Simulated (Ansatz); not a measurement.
# Na on Ru(0001): change of the work function, part 2 of 2

How does one ordered layer of Na (fcc site) change the work function of Ru(0001), and what dipole does each adsorbate carry?

Ansatz 0.2.0; plane-wave DFT, PBE, Ansatz PAW.

So far, work function, upper face (eV): step 2 (the clean slab) 5.05.

### Step 3. Adsorbate added

System of this step: Na/Ru(0001). The cell holds 17 atoms: 16 Ru and 1 Na. Cell: a = 5.400 Å, b = 5.400 Å, c = 27.192 Å, α = 90.0°, β = 90.0°, γ = 60.0°. Vacuum lies along c.

The clean slab as it ended is repeated in the plane and the adsorbate is set on one face; the cell's size fixes the coverage, and the k-mesh shrinks with it to keep the sampling density about even. Adsorbate and upper layers relax, since the dipole depends on the height.

input.yaml

```yaml
crystal:
  lattice:
    - [5.4, 0.0, 0.0]
    - [2.7, 4.6765371804, 0.0]
    - [0.0, 0.0, 27.1915074131]
  atoms:
    - { symbol: Ru, position: [0.3333333333, 0.3333333333, 0.3309856958] }
    - { symbol: Ru, position: [0.0, 0.0, 0.4096278971] }
    - { symbol: Ru, position: [0.3333333333, 0.3333333333, 0.4889831426] }
    - { symbol: Ru, position: [0.0, 0.0, 0.5656658535] }
    - { symbol: Ru, position: [0.3333333333, 0.8333333333, 0.3309856958] }
    - { symbol: Ru, position: [0.0, 0.5, 0.4096278971] }
    - { symbol: Ru, position: [0.3333333333, 0.8333333333, 0.4889831426] }
    - { symbol: Ru, position: [0.0, 0.5, 0.5656658535] }
    - { symbol: Ru, position: [0.8333333333, 0.3333333333, 0.3309856958] }
    - { symbol: Ru, position: [0.5, 0.0, 0.4096278971] }
    - { symbol: Ru, position: [0.8333333333, 0.3333333333, 0.4889831426] }
    - { symbol: Ru, position: [0.5, 0.0, 0.5656658535] }
    - { symbol: Ru, position: [0.8333333333, 0.8333333333, 0.3309856958] }
    - { symbol: Ru, position: [0.5, 0.5, 0.4096278971] }
    - { symbol: Ru, position: [0.8333333333, 0.8333333333, 0.4889831426] }
    - { symbol: Ru, position: [0.5, 0.5, 0.5656658535] }
    - { symbol: Na, position: [0.1666666667, 0.1666666667, 0.6690143042] }
kpoints:
  mp_grid: { grid: [6, 6, 1] }
hamiltonian:
  xc: pbe
scf:
  occupations: { method: fermi_dirac, width: 0.1 }
  convergence: { dr2_threshold: 1.0e-08 }
efield:
  axis: 3
  dipole_correction: true
  ramp_position: 0.97
  ramp_width: 0.06
relax:
  f_tol: 0.02
  max_steps: 60
  constraints: [{ sites: [0, 1, 4, 5, 8, 9, 12, 13] }]
output:
  dos: { projected: true, e_range: [-8, 4] }
  write_potential: true
  write_density: true
  volumetric_format: npy
  elf: true
```

The run is started by

```bash
ansatz run input.yaml --threads 4 --pin off --max-ram 6144MiB --backend cpu --events-out ev --progress --plain --runs-dir out
```

The log of the run:

```text
[...]
Crystal: 17 atoms, lattice volume = 686.675 Å³
Basis set: ecut = 420 eV, 13309 PW (Γ), exchange–correlation on 80×80×384 points (8 copies of the dense FFT grid, shifted against one another)
Bands: 159, of which v1, the nominal top of the filled ones, is band 133 counted from 1 (132 counted from 0)
Symmetry: 6 space group operations
[...]
k-points: 7 of 36 (time reversal used)
[...]
SCF iter   1: F=—  HF=-95538.182486 eV  |F-HF|=—  |Δ(HF+E_count)|=         —  Δρ=8.04e-3  dr2=1.56e0  ethr=1.77e-3  p=0.416 e·Å  D=1.10e-1 V/Å  ΔV_dip=-2.98 eV  dr2_dipole=2.72e-3  V_vac-E_F(+/−)=1.77/4.75 eV  ⟨swp⟩=7.1  Hψ=4333  notcnv=0
[...]
SCF iter  11: F=-95538.150311 eV  HF=-95538.150311 eV  |F-HF|=5.24e-10  |Δ(HF+E_count)|=   1.45e-8  Δρ=3.44e-7  dr2=2.55e-9  ethr=3.77e-12  p=0.464 e·Å  D=1.22e-1 V/Å  ΔV_dip=-3.33 eV  dr2_dipole=2.63e-12  V_vac-E_F(+/−)=1.75/5.07 eV  ⟨swp⟩=10.4  Hψ=7754  notcnv=0
SCF 1 converged in 11 iterations: F = -95538.150311 eV  dr2 = 2.55e-9
[...]
relax step   1: F+E_penalty+E_count = -95538.15031098 eV  Δ(F+E_penalty+E_count) = +0.000e0 eV  max|allowed force component| = 5.405e-1 eV/Å  Δτ_max = 0.0000 Å  (11 SCF iters, accepted)
[...]
SCF iter   9: F=-95538.202049 eV  HF=-95538.202049 eV  |F-HF|=3.87e-9  |Δ(HF+E_count)|=   1.72e-8  Δρ=3.67e-7  dr2=1.88e-9  ethr=3.77e-12  p=0.469 e·Å  D=1.24e-1 V/Å  ΔV_dip=-3.36 eV  dr2_dipole=2.26e-11  V_vac-E_F(+/−)=1.72/5.08 eV  ⟨swp⟩=9.6  Hψ=7294  notcnv=0
SCF 2 converged in 9 iterations: F = -95538.202049 eV  dr2 = 1.88e-9
relax step   2: F+E_penalty+E_count = -95538.20204891 eV  Δ(F+E_penalty+E_count) = -5.174e-2 eV  max|allowed force component| = 3.923e-1 eV/Å  Δτ_max = 0.1091 Å  (9 SCF iters, accepted)
SCF iter   1: F=—  HF=-95538.241989 eV  |F-HF|=—  |Δ(HF+E_count)|=         —  Δρ=2.77e-3  dr2=4.97e-1  ethr=4.03e-4  p=0.469 e·Å  D=1.24e-1 V/Å  ΔV_dip=-3.36 eV  dr2_dipole=1.36e-1  V_vac-E_F(+/−)=1.73/5.09 eV  ⟨swp⟩=4.7  Hψ=2395  notcnv=0
[...]
SCF iter   9: F=-95538.234495 eV  HF=-95538.234495 eV  |F-HF|=1.50e-8  |Δ(HF+E_count)|=   5.19e-8  Δρ=4.68e-7  dr2=2.73e-9  ethr=3.77e-12  p=0.460 e·Å  D=1.21e-1 V/Å  ΔV_dip=-3.30 eV  dr2_dipole=1.74e-10  V_vac-E_F(+/−)=1.79/5.08 eV  ⟨swp⟩=11.6  Hψ=8114  notcnv=0
SCF 3 converged in 9 iterations: F = -95538.234495 eV  dr2 = 2.73e-9
relax step   3: F+E_penalty+E_count = -95538.23449491 eV  Δ(F+E_penalty+E_count) = -3.245e-2 eV  max|allowed force component| = 1.176e-1 eV/Å  Δτ_max = 0.1904 Å  (9 SCF iters, accepted)
SCF iter   1: F=—  HF=-95538.237956 eV  |F-HF|=—  |Δ(HF+E_count)|=         —  Δρ=1.08e-3  dr2=6.92e-2  ethr=6.59e-5  p=0.460 e·Å  D=1.21e-1 V/Å  ΔV_dip=-3.30 eV  dr2_dipole=2.03e-2  V_vac-E_F(+/−)=1.78/5.08 eV  ⟨swp⟩=2.9  Hψ=1762  notcnv=0
[...]
SCF iter   8: F=-95538.237788 eV  HF=-95538.237788 eV  |F-HF|=1.83e-8  |Δ(HF+E_count)|=   4.21e-8  Δρ=5.09e-7  dr2=2.70e-9  ethr=3.77e-12  p=0.463 e·Å  D=1.22e-1 V/Å  ΔV_dip=-3.32 eV  dr2_dipole=3.87e-10  V_vac-E_F(+/−)=1.76/5.08 eV  ⟨swp⟩=10.9  Hψ=7789  notcnv=0
SCF 4 converged in 8 iterations: F = -95538.237788 eV  dr2 = 2.70e-9
relax step   4: F+E_penalty+E_count = -95538.23778763 eV  Δ(F+E_penalty+E_count) = -3.293e-3 eV  max|allowed force component| = 1.559e-2 eV/Å  Δτ_max = 0.0256 Å  (8 SCF iters, accepted)
NSCF: frozen V_eff on 7 k-points
[...]
SCF converged after 8 iterations
Free energy (F): -95538.237788 eV
[...]
Internal energy: -95537.625896 eV  (E = F + TS)
E sigma→0 (E₀):  -95537.931842 eV
Entropy (-TS):   -0.611892 eV (-35.994 meV/atom)
Fermi energy:    5.397917 eV
Dipole field:    D = 0.122075 V/Å  (p = 0.463252 e·Å, saw-weighted, corrected)
Work function:   Φ+ = 1.7634 eV   Φ− = 5.0829 eV
[...]
--- Forces (eV/Å), atoms counted from 1 ---
  atom   1  Ru    -0.00533835    -0.00308210     0.42399545
  atom   2  Ru     0.04507072     0.02602159    -0.44600762
  atom   3  Ru     0.00840206     0.00485093    -0.00028492
  atom   4  Ru     0.00228973     0.00132198     0.01558700
  atom   5  Ru    -0.00000000     0.00616420     0.42399545
  atom   6  Ru     0.00000000    -0.05204319    -0.44600762
  atom   7  Ru     0.00000000    -0.00970187    -0.00028492
  atom   8  Ru    -0.00000000    -0.00264395     0.01558700
  atom   9  Ru     0.00533835    -0.00308210     0.42399545
  atom  10  Ru    -0.04507072     0.02602159    -0.44600762
  atom  11  Ru    -0.00840206     0.00485093    -0.00028492
  atom  12  Ru    -0.00228973     0.00132198     0.01558700
  atom  13  Ru    -0.00000000     0.00000000     0.41382355
  atom  14  Ru     0.00000000    -0.00000000    -0.41095897
  atom  15  Ru     0.00000000     0.00000000     0.00826512
  atom  16  Ru    -0.00000000    -0.00000000     0.01067552
  atom  17  Na    -0.00000000     0.00000000    -0.00165283
  max |Σ_I F_I| component: 2.21e-5 eV/Å
--- Band table (eV; the first three rows and the last of 7) ---
  k-point 0: bands = [... 129 lower, 5.5667, 5.9597, 6.3583, 6.3583, 6.4083, 6.4083, 6.4156, 6.5491, ... 22 higher]
  k-point 1: bands = [... 129 lower, 5.5072, 5.6787, 5.9474, 5.9655, 6.1574, 6.1828, 6.2453, 6.2800, ... 22 higher]
  k-point 2: bands = [... 129 lower, 5.0761, 5.0807, 5.1333, 5.4101, 5.6590, 5.7058, 5.7334, 5.7451, ... 22 higher]
  k-point 6: bands = [... 129 lower, 4.8898, 4.9272, 5.0385, 5.0473, 5.0680, 5.5750, 5.6127, 5.6437, ... 22 higher]
--- Relaxed structure (4 steps of the walk, 4 accepted, 0 SCFs on fresh bases) ---
  F+E_penalty+E_count = -95538.23778763 eV   max|allowed force component| = 1.559e-2 eV/Å
  atoms:
    - { symbol: Ru, position: [0.333333, 0.333333, 0.330986] }
    - { symbol: Ru, position: [2.666712e-17, 2.666712e-17, 0.4096278971] }
    - { symbol: Ru, position: [0.333557, 0.333557, 0.488858] }
    - { symbol: Ru, position: [-0.00240044, -0.00240044, 0.565309] }
    - { symbol: Ru, position: [0.333333, 0.833333, 0.330986] }
    - { symbol: Ru, position: [8.326673e-17, 0.500000, 0.4096278971] }
    - { symbol: Ru, position: [0.333557, 0.832886, 0.488858] }
    - { symbol: Ru, position: [-0.00240044, 0.504801, 0.565309] }
    - { symbol: Ru, position: [0.833333, 0.333333, 0.330986] }
    - { symbol: Ru, position: [0.5, 2.666712e-17, 0.4096278971] }
    - { symbol: Ru, position: [0.832886, 0.333557, 0.488858] }
    - { symbol: Ru, position: [0.504801, -0.00240044, 0.565309] }
    - { symbol: Ru, position: [0.833333, 0.833333, 0.330986] }
    - { symbol: Ru, position: [0.5, 0.500000, 0.4096278971] }
    - { symbol: Ru, position: [0.833333, 0.833333, 0.488039] }
    - { symbol: Ru, position: [0.5, 0.500000, 0.566455] }
    - { symbol: Na, position: [0.166667, 0.166667, 0.658938] }
```

It took 33 s on 4 threads of AMD EPYC 9R45, shared host; peak memory 2.7 GiB.

The steps of the relaxation:

| step | energy less that of the first step (eV) | largest force component (eV/Å) |
| --- | --- | --- |
| 1 | 0.0000 | 0.5405 |
| 2 | -0.0517 | 0.3923 |
| 3 | -0.0842 | 0.1176 |
| 4 | -0.0875 | 0.0156 |

Forces are held to the 6 operations that the program found; a distortion that breaks them can't arise in this run.

The atoms that moved most (Å):

| atom | dx | dy | dz | length |
| --- | --- | --- | --- | --- |
| Na17 | 0.000 | 0.000 | -0.274 | 0.274 |
| Ru15 | 0.000 | 0.000 | -0.026 | 0.026 |
| Ru12 | 0.019 | -0.011 | -0.010 | 0.024 |
| Ru4 | -0.019 | -0.011 | -0.010 | 0.024 |
| Ru8 | 0.000 | 0.022 | -0.010 | 0.024 |
| Ru16 | 0.000 | 0.000 | 0.021 | 0.021 |

The relaxed structure:

```
Ru Na
1.0
     5.40000    0.00000    0.00000
     2.70000    4.67654    0.00000
     0.00000    0.00000   27.19151
Ru Na
16 1
Direct
  0.33333 0.33333 0.33099
  0.00000 0.00000 0.40963
  0.33356 0.33356 0.48886
  0.99760 0.99760 0.56531
  0.33333 0.83333 0.33099
  0.00000 0.50000 0.40963
  0.33356 0.83289 0.48886
  0.99760 0.50480 0.56531
  0.83333 0.33333 0.33099
  0.50000 0.00000 0.40963
  0.83289 0.33356 0.48886
  0.50480 0.99760 0.56531
  0.83333 0.83333 0.33099
  0.50000 0.50000 0.40963
  0.83333 0.83333 0.48804
  0.50000 0.50000 0.56646
  0.16667 0.16667 0.65894
```

Numbers from this step:

```yaml
energy_at_zero_smearing: -95537.9318 eV
work_function_upper_face: 1.763 eV
work_function_lower_face: 5.083 eV
dipole_along_the_normal: 0.4633 e·Å
step_between_the_vacuum_levels: -3.319 eV
```

Running mean over 2.138 Å of the planar mean; the ramp of the sawtooth is left out. Table of electron's electrostatic potential energy less the Fermi level by z:

| z (Å) | electron's electrostatic potential energy less the Fermi level (eV) |
| --- | --- |
| 3.5 | 5.08 |
| 4.0 | 5.08 |
| 4.5 | 5.08 |
| 5.0 | 5.08 |
| 5.5 | 5.06 |
| 6.0 | 4.99 |
| 6.5 | 4.77 |
| 7.0 | 3.95 |
| 7.5 | 0.782 |
| 8.0 | -6.25 |
| 8.5 | -12.4 |
| 9.0 | -14.2 |
| 9.5 | -14.5 |
| 10.0 | -14.7 |
| 10.5 | -14.8 |
| 11.0 | -14.8 |
| 11.5 | -14.8 |
| 12.0 | -14.8 |
| 12.5 | -14.8 |
| 13.0 | -14.9 |
| 13.5 | -15.0 |
| 14.0 | -15.3 |
| 14.5 | -15.3 |
| 15.0 | -14.8 |
| 15.5 | -14.1 |
| 16.0 | -11.5 |
| 16.5 | -5.25 |
| 17.0 | -0.200 |
| 17.5 | 0.912 |
| 18.0 | 0.716 |
| 18.5 | 0.506 |
| 19.0 | 0.902 |
| 19.5 | 1.44 |
| 20.0 | 1.62 |
| 20.5 | 1.70 |
| 21.0 | 1.73 |
| 21.5 | 1.75 |
| 22.0 | 1.76 |
| 22.5 | 1.76 |
| 23.0 | 1.76 |
| 23.5 | 1.76 |
| 24.0 | 1.76 |

The density of states has structure finer than the step of the table below, so its rows give means over 0.25 eV. Peaks (eV: height): -5.380: 49.0, -2.830: 48.7, -2.140: 39.8, -1.620: 50.7, 0.840: 57.0, 1.110: 41.7, 1.260: 49.2.

Density of states against energy, zero at the Fermi level; means over each step:

| energy (eV) | density of states (states/eV a cell) |
| --- | --- |
| -7.75 | 0 |
| -7.50 | 0.275 |
| -7.25 | 0.864 |
| -7.00 | 0.904 |
| -6.75 | 1.01 |
| -6.50 | 1.12 |
| -6.25 | 1.92 |
| -6.00 | 8.55 |
| -5.75 | 17.7 |
| -5.50 | 20.7 |
| -5.25 | 24.4 |
| -5.00 | 17.2 |
| -4.75 | 15.0 |
| -4.50 | 25.3 |
| -4.25 | 22.2 |
| -4.00 | 17.1 |
| -3.75 | 18.1 |
| -3.50 | 17.4 |
| -3.25 | 11.4 |
| -3.00 | 17.8 |
| -2.75 | 29.5 |
| -2.50 | 21.9 |
| -2.25 | 26.4 |
| -2.00 | 30.5 |
| -1.75 | 26.4 |
| -1.50 | 30.0 |
| -1.25 | 20.8 |
| -1.00 | 16.0 |
| -0.75 | 13.6 |
| -0.50 | 21.8 |
| -0.25 | 20.6 |
| 0.00 | 19.0 |
| 0.25 | 19.4 |
| 0.50 | 19.1 |
| 0.75 | 23.7 |
| 1.00 | 29.7 |
| 1.25 | 26.5 |
| 1.50 | 23.7 |
| 1.75 | 16.3 |

Projected DOS per atom over height of the atomic layer and energy from the Fermi level. Layers: Ru4 Ru4 Ru4 Ru4 Na from below.

Ten even steps from '0' (0.00 states/eV) to '9' (2.40 states/eV), each cell a mean:
```
33432
57853
75562
54451
63350
63360
42241
85570
96690
65580
66670
34440
44440
46540
55550
35630
27830
04410
00000
00000
00000
00000
```
Columns: height of the atomic layer (Å) from 9 to 17.9 (not evenly spaced); rows upwards: energy from the Fermi level (eV) from -7.96 to 1.95.

Electrostatic potential energy in the ca plane at fractional y = 0.000, with atoms of Ru within 0.2 Å of it. With pseudopotentials it is smooth inside the atoms' cores, unlike the true potential.

Values in eV, 8 rows by 16 columns, each cell a mean:
```
  2  -2 -62 -17   2   2 -51 -34   8   9   8   8   8   8   8   8
-17   2  -3   3 -14  -3  -2   2   9   9   8   8   8   8   8   8
-11   2 -15   0  -9  -1 -11  -4   9   9   8   8   8   8   8   8
  4  -5 -75 -24   4   3 -63 -43   7   8   8   8   8   8   8   8
  2  -2 -62 -17   3   2 -48 -32   6   5   6   7   8   8   8   8
-17   2  -3   3 -13  -3   0   3   6   0   5   7   8   8   8   8
-11   2 -15   0  -8  -1  -9  -3   6   1   5   7   8   8   8   8
  4  -5 -75 -24   4   3 -61 -42   6   6   7   8   8   8   8   8
```
Columns run along c (16.0 Å, from fractional 0.32 to 0.91 of the cell; values clipped at the 3rd and 97th percentile), rows up along a (5.4 Å). Atoms in or near the plane, at fractional coordinates: Ru at (0.41, 0.00), Ru at (0.57, 0.00), Ru at (0.41, 0.50), Ru at (0.57, 0.50).

ELF in the ca plane at fractional y = 0.000, with atoms of Ru within 0.2 Å of it. It is the smooth field of the valence electrons, not physical close to the nuclei.

Ten even steps from '0' (0.00) to '9' (0.64), each cell a mean:
```
44444898963444445988942233221111000000000000
44344588644433344688632333322110000000000000
56434344443366434344433333221100000000000000
67534444443367434444444433221100000000000000
45444356444344344466433333221100000000000000
43344799854433444899832233222110000000000000
54444975963444445966952332111111000000000000
44444898963444445988942210000011100000000000
44344588644433344688633200100011110000000000
56434344444356434344444113410001110000000000
67534444443367434444454115520001110000000000
45444356444345344455433102200001110000000000
43344799954433444899843200000011100000000000
54444975963444445966952321000111100000000000
```
Columns run along c (16.0 Å, from fractional 0.32 to 0.91 of the cell), rows up along a (5.4 Å). Atoms in or near the plane, at fractional coordinates: Ru at (0.41, 0.00), Ru at (0.57, 0.00), Ru at (0.41, 0.50), Ru at (0.57, 0.50).

Valence density in the ca plane at fractional y = 0.000, with atoms of Ru within 0.2 Å of it. It is the smooth field of the valence electrons, not physical close to the nuclei.

Ten steps, logarithmic in the rise over the least value, from '0' (0.00 × 1e0 e/Å³) to '9' (9.70 × 1e0 e/Å³), each cell a mean:
```
33334799863333335899842100000000000000000000
44333577643344334677531000000000000000000000
56533344333455433344321000000000000000000000
56533333333466533333321000000000000000000000
45433456533455433566421000000000000000000000
33334689853333334798741100000000000000000000
23334799963333335899852100000000000000000000
33334799863333335899842100000000000000000000
44333577643344334677531111100000000000000000
56533344333455433344321112210000000000000000
56533333333466533333221123210000000000000000
45433456533345433455421112100000000000000000
33334689753333334788742100000000000000000000
23334899963333335899852100000000000000000000
```
Columns run along c (16.0 Å, from fractional 0.32 to 0.91 of the cell), rows up along a (5.4 Å). Atoms in or near the plane, at fractional coordinates: Ru at (0.41, 0.00), Ru at (0.57, 0.00), Ru at (0.41, 0.50), Ru at (0.57, 0.50).

The relaxation took 4 steps and lowered the energy by 0.087 eV; the largest force on the free atoms ends at 0.016 eV/Å.

By hand: a sheet of dipoles makes a step −p/(ε₀A) in the electron's potential. With e/ε₀ = 180.95 V·Å, p = 0.4633 e·Å and A = 25.25 Å², that is −180.95 × (0.4633) / 25.25 = -3.319 eV, and the two vacuum levels of the run differ by -3.319 eV.

The covered face has 1.76 eV, -3.28 eV against the clean one; the bare back face has moved by +0.01 eV, a measure of how thin the slab is.

### Step 4. Work function against coverage

This step: plane-wave DFT, PBE, Ansatz PAW; work function against coverage (Ansatz 0.2.0).

The runs are now put side by side.

Numbers from this step:

* work function of the clean face: 5.046 eV
* largest change of the work function: -3.282 eV

The work function of the covered face by coverage:

| coverage (adsorbates/nm²) | work function of the covered face (eV) |
| --- | --- |
| 0.00 | 5.05 |
| 3.96 | 1.76 |

The dipole per adsorbate comes from the change of the cell's dipole. Coverage, by row:

| coverage (1/nm²) | coverage (ML) | work function (eV) | change (eV) | dipole per adsorbate, positive end outwards (debye) | mean height of the added atoms over the highest substrate atom (Å) |
| --- | --- | --- | --- | --- | --- |
| 3.96 | 0.25 | 1.763 | -3.282 | 2.205 | 2.515 |

### Step 5. Summary of results

```json
{
 "work function of the clean face": "5.05 eV",
 "work function at 0.25 ML": "1.76 eV",
 "dipole per adsorbate at 0.25 ML, positive end outwards": "2.21 D"
}
```

What this shows: Na lowers the work function of Ru(0001) at the lowest coverage, by 3.28 eV: the adsorbate layer has its positive end outwards. One coverage alone was completed, so no trend follows. The slab has 4 layers, at the tabulated experimental lattice constant, one starting site was run, and quantum-size effects of a slab this thin can reach one or two tenths of an eV.

[Long decimals in the printed logs are rounded to 6 places.]

[Logs are printed without paths, hosts, clocks, repeated set-up lines and the standing remarks that a program may print on its own settings, such as how far it seeks lower states.]

[Hosts, paths, dates, database ids (printed as entryN), source tags and the programs' standing remarks are cut or masked in the printed files.]

[Maps of the electrostatic potential energy from Ansatz leave out the sawtooth potential of an applied field or a dipole correction, so their vacuum need not be flat; planar profiles and work functions include it.]

[The density of states shown here was stored with 400 of the rows of the run's finer table, so its peaks can read low, often by over a quarter, or be missed, and its means over a window can be off by a tenth or more.]
